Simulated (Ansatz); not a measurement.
# What GePt (model cell, started as CsCl type) distorts into, part 3 of 3

Aim: this structure of GePt (model cell, started as CsCl type) is to be tested for unstable modes, and one is followed downhill.

Ansatz 0.2.0; DFT r2SCAN, scalar-relativistic, plane waves, PAW.

So far. Step 5 (Energy along the mode, all amplitudes (two of the runs …): The lowest step is at 0.14 Å, 4.43 meV/atom below the parent, and the energy rises beyond it. Step 7 (The new phase in its own primitive cell): The largest force component left is 0.010 meV/Å and the pressure is -0.001 GPa, within the tolerances set. The cell now holds 16.14 Å³/atom. The relaxed cell has a, b, c = 4.996, 3.021, 4.277 Å (conventional setting).

The structure was built from a prototype and need not be the compound's stable phase.

## (8) Modes of the new phase, k-mesh 8×14×10

A relaxed structure may still be a saddle point, so its zone-centre modes are computed. No field response is asked, since the mesh shows no gap.

input.yaml

```yaml
crystal:
  lattice:
    - [4.9959375544, 0.0, 0.0]
    - [0.0, 3.0211744118, 0.0]
    - [0.0, 0.0, 4.2774188379]
  atoms:
    - { symbol: Pt, position: [0.25, 0.0, 0.1807993383] }
    - { symbol: Pt, position: [0.75, 0.0, 0.8192006617] }
    - { symbol: Ge, position: [0.25, 0.5, 0.7038750012] }
    - { symbol: Ge, position: [0.75, 0.5, 0.2961249988] }
kpoints:
  mp_grid: { grid: [8, 14, 10] }
hamiltonian:
  xc: r2scan
scf:
  occupations: { method: methfessel_paxton, width: 0.2 }
output:
  eigenvalues: true
phonons:
  method: dfpt
```

The run is started by

```console
$ ansatz run input.yaml --threads 4 --pin off --max-ram 7168MiB --backend cpu --events-out ev --progress --plain --runs-dir out
```

Standard output:

```text
Engine: ansatz 0.2.0, aarch64-unknown-linux-gnu
Pseudopotentials: kind: paw
Pseudopotential: Pt, paw, valence charge 18, recommended cutoff 500 eV (meta_gga), Pt.paw.azcp
Pseudopotential: Ge, paw, valence charge 14, recommended cutoff 500 eV (meta_gga), Ge.paw.azcp
Functional definition: r2SCAN
  parameter k0 = 0.174
  parameter k1 = 0.065
  parameter a1 = 4.9479
  exchange = r2scan_x(k0 = k0, k1 = k1, a1 = a1)
  correlation = r2scan_c
Crystal: 4 atoms, lattice volume = 64.562 Å³
Basis set: ecut = 500 eV, 1663 PW (Γ), exchange–correlation on 200×120×160 points (125 copies of the dense FFT grid, shifted against one another)
Bands: 39, of which v1, the nominal top of the filled ones, is band 32 counted from 1 (31 counted from 0)
Symmetry: 8 space group operations
k-points: 564 of 1120 (irreducible under 1 space group operation, time reversal used)
Non-local potential: Pt, projectors of the file, l = 0: 3, l = 1: 2, l = 2: 2, l = 3: 1
Non-local potential: Ge, projectors of the file, l = 0: 2, l = 1: 2, l = 2: 3, l = 3: 1
PAW form: soft (Blöchl's): semilocal exchange-correlation on the pseudo side does not see the compensation charge
PAW frozen core: Pt, regenerated for the run's functional (the file was generated under x = pbe(κ = 0.804, μ = 0.219515), c = pbe(β = 0.066725))
PAW frozen core: Ge, regenerated for the run's functional (the file was generated under x = pbe(κ = 0.804, μ = 0.219515), c = pbe(β = 0.066725))
PAW one-centre angular grid: Pt, 590 points (default); XC on 160 Gauss nodes
PAW one-centre angular grid: Ge, 590 points (default); XC on 160 Gauss nodes
Initial density: superposition of atomic densities (neutral atoms: chi_scale 0, normalization atom), corrected by the library's trained network
Initial wavefunctions: pseudopotential atomic-orbital guess
Functional: x = r2scan, c = r2scan; τ floored in thin density (d = 2e-4 eV/Å³)
SCF iter   1: F=—  HF=-33679.545761 eV  |F-HF|=—  |Δ(HF+E_count)|=         —  Δρ=1.39e-2  dr2=1.40e-1  dr2_τ=2.91e-2  ethr=1.77e-3  ⟨swp⟩=5.1  Hψ=76058  notcnv=0
preconditioner: auto → Kerker (q_TF=auto, 2.724 Å⁻¹)  [metal: Δε(μ)=0.015 eV  Ē_g=18.021 eV  σ=0.200 eV  W_gap=0.06  n_scr=20 (ndim 8)  ℏωp=32.0 eV  f_vac=0.000  D(μ)=1.38/eV (n_scr^D=8)]
SCF iter   2: F=—  HF=-33679.551596 eV  |F-HF|=—  |Δ(HF+E_count)|=   5.83e-3  S|Δr|=    0.00e0  Δρ=5.48e-3  dr2=1.71e-2  dr2_τ=3.28e-3  ethr=2.19e-4  ⟨swp⟩=3.0  Hψ=41048  notcnv=0
SCF iter   3: F=—  HF=-33679.553743 eV  |F-HF|=—  |Δ(HF+E_count)|=   2.15e-3  S|Δr|=    0.00e0  Δρ=2.28e-3  dr2=2.28e-3  dr2_τ=8.41e-5  ethr=2.68e-5  ⟨swp⟩=2.0  Hψ=27041  notcnv=0
SCF iter   4: F=—  HF=-33679.554822 eV  |F-HF|=—  |Δ(HF+E_count)|=   1.08e-3  S|Δr|=    0.00e0  Δρ=6.19e-4  dr2=2.71e-4  dr2_τ=2.50e-5  ethr=3.57e-6  ⟨swp⟩=2.0  Hψ=34542  notcnv=0
SCF iter   5: F=—  HF=-33679.554845 eV  |F-HF|=—  |Δ(HF+E_count)|=   2.35e-5  S|Δr|=    0.00e0  Δρ=3.21e-4  dr2=6.86e-5  dr2_τ=1.81e-6  ethr=4.24e-7  ⟨swp⟩=2.0  Hψ=34562  notcnv=0
SCF iter   6: F=—  HF=-33679.554911 eV  |F-HF|=—  |Δ(HF+E_count)|=   6.61e-5  S|Δr|=    0.00e0  Δρ=7.03e-5  dr2=2.71e-6  dr2_τ=3.73e-7  ethr=1.07e-7  ⟨swp⟩=2.0  Hψ=33956  notcnv=0
SCF iter   7: F=—  HF=-33679.554917 eV  |F-HF|=—  |Δ(HF+E_count)|=   6.29e-6  S|Δr|=    0.00e0  Δρ=2.40e-5  dr2=4.11e-7  dr2_τ=2.21e-8  ethr=4.23e-9  ⟨swp⟩=2.0  Hψ=29215  notcnv=0
SCF iter   8: F=—  HF=-33679.554918 eV  |F-HF|=—  |Δ(HF+E_count)|=   1.62e-7  S|Δr|=    0.00e0  Δρ=5.66e-6  dr2=2.98e-8  dr2_τ=1.63e-9  ethr=6.43e-10  ⟨swp⟩=2.0  Hψ=28984  notcnv=0
SCF iter   9: F=—  HF=-33679.554918 eV  |F-HF|=—  |Δ(HF+E_count)|=   1.26e-8  S|Δr|=    0.00e0  Δρ=1.44e-6  dr2=1.77e-9  dr2_τ=2.61e-11  ethr=4.66e-11  ⟨swp⟩=2.0  Hψ=28999  notcnv=0
SCF iter  10: F=—  HF=-33679.554918 eV  |F-HF|=—  |Δ(HF+E_count)|=   1.63e-9  S|Δr|=    0.00e0  Δρ=3.14e-7  dr2=7.35e-11  dr2_τ=3.66e-12  ethr=2.76e-12  ⟨swp⟩=2.0  Hψ=29044  notcnv=0
SCF iter  11: F=-33679.554918 eV  HF=-33679.554918 eV  |F-HF|=1.46e-11  |Δ(HF+E_count)|=  5.09e-11  S|Δr|=    0.00e0  Δρ=8.89e-8  dr2=4.32e-12  dr2_τ=5.15e-13  ethr=1.00e-12  ⟨swp⟩=9.7  Hψ=103865  notcnv=0
SCF 1 converged in 11 iterations: F = -33679.554918 eV  dr2 = 4.32e-12
[...]
DFPT response loops at Γ: preconditioner auto → Kerker (q_TF=auto, 2.724 Å⁻¹) (partly filled bands, converged f_vac=0.000); β = 1.00, the filter's whole step (`scf.mixing.beta` (0.50) is not read by the response loops under this deck's `scf.mixing.preconditioner`; to damp them name `kerker` or `kerker_dos`, under which they read `scf.mixing.beta`, and type it under 1.00, their step now; both keys bind the ground state too); Broyden in place of MSR1
```

Elapsed: 31 min, on 4 threads of Arm Neoverse N1, shared host; peak memory 5.1 GiB.

The run was cut off at the time limit after its SCF cycle had converged; no result of it is taken.

## (9) Results

| Item | Value |
| --- | --- |
| unstable mode of the parent | q = (0, -0.5, -0.5), 45i cm⁻¹ |
| depth at the lowest point sampled | 4.43 meV/atom |
| largest atomic shift at that point | 0.14 Å |
| space group reached | Pmma |
| energy gained over the parent (first relaxation, on the mesh of the frozen mode) | 20.8 meV/atom |
| volume per atom, phase reached | 16.1 Å³ |

Along this mode the structure falls into Pmma, 20.8 meV/atom below the parent. At the parent's cell the well is 4.43 meV/atom deep on the steps tried, with its lowest point at a shift of 0.14 Å. Relaxing atoms and cell changes the gain by +16.36 meV/atom against the lowest step (energies at zero smearing). Most of the total comes from this relaxation. The modes of the phase reached were not computed. Each path keeps the symmetry of its pattern, so a lower phase may lie along a pattern not tried. The q mesh stands for a supercell only 6.3 Å across, so branches between the solved wavevectors are rough. With no gap, or one that is small against the smearing, the frequencies hang on the k mesh and the smearing, most of all near Kohn anomalies. Spin-orbit coupling is left out, which can matter for the heavy elements here. The starting cell was built on a prototype and not taken from a measurement, so the phase need not exist.

[Long decimals in the printed logs are rounded to 6 places.]

[Logs are printed without paths, hosts, clocks, repeated set-up lines and the standing remarks that a program may print on its own settings, such as how far it seeks lower states.]

[Hosts, paths, dates, database ids (printed as entryN), source tags and the programs' standing remarks are cut or masked in the printed files.]

[Where the starting crystal was built by hand or by swapping elements, it need not be the compound's stable phase.]
